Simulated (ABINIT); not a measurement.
# Ca2Si (Fm-3m): G0W0 in ABINIT against the exchange cutoff, part 2 of 2

Aim: move the exchange cutoff of a G0W0 run on Ca2Si (Fm-3m) over a wide range.

ABINIT 10.8.3; LDA and many-body steps on it, plane waves. Known limits of the many-body steps: not at the basis limit; mesh may overstate the screening; coarse k mesh.

So far. Step 2 (Screening, 2×2×2 mesh, 49 bands, screening to 106.1 eV): Local fields lower ε∞ by 25 %. On a Γ-centred mesh this coarse the value itself is usually too large, while a short band sum pulls it down.

## 5. 12 Ha

Level of this step: G0W0 on LDA, plane waves, norm-conserving pseudopotentials (ABINIT).

The self-energy is evaluated for the states that the input lists, and the levels follow from it, in one-shot runs by the linearised quasiparticle equation.

run.abi

```
acell 3*1.0 Angstrom
rprim 
  -0.000000000000 3.585232820000 3.585232820000
  3.585232820000 -0.000000000000 3.585232820000
  3.585232820000 3.585232820000 -0.000000000000
ntypat 2
znucl 20 14
natom 3
typat 1 1 2
xred 
  0.750000000000 0.750000000000 0.750000000000
  0.250000000000 0.250000000000 0.250000000000
  0.000000000000 0.000000000000 0.000000000000
pp_dirpath "pseudos"
pseudos "Ca.upf, Si.upf"
ecut 30
ngkpt 2 2 2
nshiftk 1
shiftk 0 0 0
kptopt 1
chksymbreak 0
istwfk *1
occopt 1
irdwfk 1
optdriver 4
nband 49
gwcalctyp 0
ecutsigx 12
symsigma 1
nkptgw 2
kptgw 
  0.5000000000 0.5000000000 0.0000000000
  0.0000000000 0.0000000000 0.0000000000
bdgw 
  11 14
  10 15
ecuteps 3.9
irdscr 1
ppmodel 1
indata_prefix "in"
outdata_prefix "out"
tmpdata_prefix "tmp"
```

Started as:

```bash
$ OMP_NUM_THREADS=1 mpirun -n 4 abinit run.abi > log
```

The log of the run:

```text
.Version 10.8.3 of ABINIT. v10.8.2 released Aug 2026.

 Symmetries : space group Fm -3 m (#225); Bravais cF (face-center cubic)
[... echo of the input left out ...]
== DATASET  1 ==================================================================
-   mpi_nproc: 4, omp_nthreads: 1 (-1 if OMP is not activated)

--- !DatasetInfo
iteration_state: {dtset: 1, }
dimensions: {natom: 3, nkpt: 3, mband: 49, nsppol: 1, nspinor: 1, nspden: 1, mpw: 4910, }
cutoff_energies: {ecut:  30.0, pawecutdg:  -1.0, }
[...]
Band     E0 <VxcDFT>   SigX SigC(E0)      Z dSigC/dE  Sig(E)    E-E0       E
[...]
14   5.307 -11.657  -5.619  -3.925   0.761  -0.315 -10.050   1.607   6.914
       15   5.307 -11.657  -5.619  -3.925   0.761  -0.315 -10.050   1.607   6.914

== END DATASET(S) ==============================================================
================================================================================

 -outvars: echo values of variables after computation  --------
           etotal      0.0000000000E+00
            nband          49
             nkpt           3
          spgroup         225
 [... the other variables as echoed above ...]

 Calculation completed.
```

Run time: 4.2 s. Hardware: 4 MPI ranks of Arm Neoverse V1, shared host; peak memory 0.53 GiB; 16 s of CPU time.

Numbers from this step:

* G0W0 gap on the points computed: 1.053 eV
* starting gap on the mesh: 0.5088 eV
* k of the valence top: 0.5, 0.5, 0
* k of the conduction bottom: 0.5, 0.5, 0
* least direct G0W0 gap on the computed points: 1.053 eV

The gap on the mesh goes from 0.51 eV to 1.05 eV, a correction of +0.54 eV.

## 6. 21 Ha

Edit run.abi of step 5 so:

```diff
@@ -27,3 +27,3 @@
 gwcalctyp 0
-ecutsigx 12
+ecutsigx 21
 symsigma 1
```

The log of the run:

```text
.Version 10.8.3 of ABINIT. v10.8.2 released Aug 2026.

 Symmetries : space group Fm -3 m (#225); Bravais cF (face-center cubic)
[... echo of the input left out ...]
== DATASET  1 ==================================================================
-   mpi_nproc: 4, omp_nthreads: 1 (-1 if OMP is not activated)

--- !DatasetInfo
iteration_state: {dtset: 1, }
dimensions: {natom: 3, nkpt: 3, mband: 49, nsppol: 1, nspinor: 1, nspden: 1, mpw: 4910, }
cutoff_energies: {ecut:  30.0, pawecutdg:  -1.0, }
[...]
Band     E0 <VxcDFT>   SigX SigC(E0)      Z dSigC/dE  Sig(E)    E-E0       E
[...]
14   5.307 -11.657  -5.681  -3.925   0.761  -0.315 -10.097   1.560   6.867
       15   5.307 -11.657  -5.681  -3.925   0.761  -0.315 -10.097   1.560   6.867

== END DATASET(S) ==============================================================
================================================================================

 -outvars: echo values of variables after computation  --------
           etotal      0.0000000000E+00
            nband          49
             nkpt           3
          spgroup         225
 [... the other variables as echoed above ...]

 Calculation completed.
```

Elapsed: 4.3 s, on 4 MPI ranks; peak memory 0.62 GiB.

This step gave:

```
G0W0 gap on the points computed              : 1.043 eV
starting gap on the mesh                     : 0.5088 eV
k of the valence top                         : 0.5, 0.5, 0
k of the conduction bottom                   : 0.5, 0.5, 0
least direct G0W0 gap on the computed points : 1.043 eV
```

Against the run before, the gap moves by −0.010 eV.

## 7. 30 Ha

Edit run.abi of step 6 so:

```diff
@@ -27,3 +27,3 @@
 gwcalctyp 0
-ecutsigx 21
+ecutsigx 30
 symsigma 1
```

The log of the run:

```text
.Version 10.8.3 of ABINIT. v10.8.2 released Aug 2026.

 Symmetries : space group Fm -3 m (#225); Bravais cF (face-center cubic)
[... echo of the input left out ...]
== DATASET  1 ==================================================================
-   mpi_nproc: 4, omp_nthreads: 1 (-1 if OMP is not activated)

--- !DatasetInfo
iteration_state: {dtset: 1, }
dimensions: {natom: 3, nkpt: 3, mband: 49, nsppol: 1, nspinor: 1, nspden: 1, mpw: 4910, }
cutoff_energies: {ecut:  30.0, pawecutdg:  -1.0, }
[...]
Band     E0 <VxcDFT>   SigX SigC(E0)      Z dSigC/dE  Sig(E)    E-E0       E
[...]
14   5.307 -11.657  -5.687  -3.925   0.761  -0.315 -10.102   1.555   6.862
       15   5.307 -11.657  -5.687  -3.925   0.761  -0.315 -10.102   1.555   6.862

== END DATASET(S) ==============================================================
================================================================================

 -outvars: echo values of variables after computation  --------
           etotal      0.0000000000E+00
            nband          49
             nkpt           3
          spgroup         225
 [... the other variables as echoed above ...]

 Calculation completed.
```

Run time: 4.3 s. Hardware: 4 MPI ranks; peak memory 0.61 GiB; 17 s of CPU time.

This step gave:

```yaml
g0w0_gap_on_the_points_computed: 1.042 eV
starting_gap_on_the_mesh: 0.5088 eV
k_of_the_valence_top: 0.5, 0.5, 0
k_of_the_conduction_bottom: 0.5, 0.5, 0
least_direct_g0w0_gap_on_the_computed_points: 1.042 eV
```

Against the run before, the gap moves by −0.001 eV.

## 8. The runs together

Times are wall times on 4 MPI ranks of Arm Neoverse V1, shared host, good to a factor of about two. A run's time includes the screening step that it read.

| run | mesh | bands | screening cutoff (eV) | DFT gap (eV) | gap on the mesh (eV) | direct (eV) | ε∞ used | time |
| --- | --- | --- | --- | --- | --- | --- | --- | --- |
| 3 Ha | 2×2×2 | 49 | 106.1 | 0.509 | 1.168 | 1.168 | 68.23 | 7.1 s |
| 6 Ha | 2×2×2 | 49 | 106.1 | 0.509 | 1.101 | 1.101 | 68.23 | 8 s |
| 12 Ha | 2×2×2 | 49 | 106.1 | 0.509 | 1.053 | 1.053 | 68.23 | 8.1 s |
| 21 Ha | 2×2×2 | 49 | 106.1 | 0.509 | 1.043 | 1.043 | 68.23 | 8.2 s |
| 30 Ha | 2×2×2 | 49 | 106.1 | 0.509 | 1.042 | 1.042 | 68.23 | 8.2 s |

## 9. Summary of results

| Quantity | Value |
| --- | --- |
| 3 Ha | 1.168 eV |
| 6 Ha | 1.101 eV |
| 12 Ha | 1.053 eV |
| 21 Ha | 1.043 eV |
| 30 Ha | 1.042 eV |
| known limits | not at the basis limit; mesh may overstate the screening; coarse k mesh |

**Reading.** The setting moved: exchange cutoff. From 3 Ha to 30 Ha the gap moves by −0.13 eV. It holds to 0.03 eV from 12 Ha on. Bands and screening cutoff are coupled, so a series along one setting does not show full convergence. Below the screening cutoff the correlation part is cut too. Bands and cutoff are finite, so the gap is not at the basis limit. The miss can reach some tenths of an eV and take either sign; the mesh is an error of its own. In the first G0W0 run levels were corrected at 2 k points alone, so a gap called «on the mesh» is the least over those, and an edge elsewhere would be missed. The 2×2×2 mesh is coarse for this cell, which bears on the long-range parts of exchange and screening. For the LDA start: The RPA ε∞ on this mesh reaches over 25; with a narrow direct gap a coarse mesh can overstate it, and the correction is then too small.

[Paths, hosts, dates, memory and timing lines, banners, echoed tables and standing remarks are left out of the program output.]

[Logs are printed without paths, hosts, clocks, repeated set-up lines and the standing remarks that a program may print on its own settings, such as how far it seeks lower states.]

[Runs of the session that timed out or met a known fault of the program may be left out.]

[No measured gap is set beside runs whose start may be inverted or whose files or cutoffs have a known fault.]

[Hosts, paths, dates, database ids (printed as entryN), source tags and the programs' standing remarks are cut or masked in the printed files.]

[G0W0 gaps are taken among the corrected bands and points alone; a level outside them can change the order at an edge.]

[Where Ansatz stands beside ABINIT at settings called matched, ABINIT's density can come from a denser mesh and the files from another edition; pairs whose starting gaps differed by over 0.03 eV were left out, so agreement reads better than it is.]
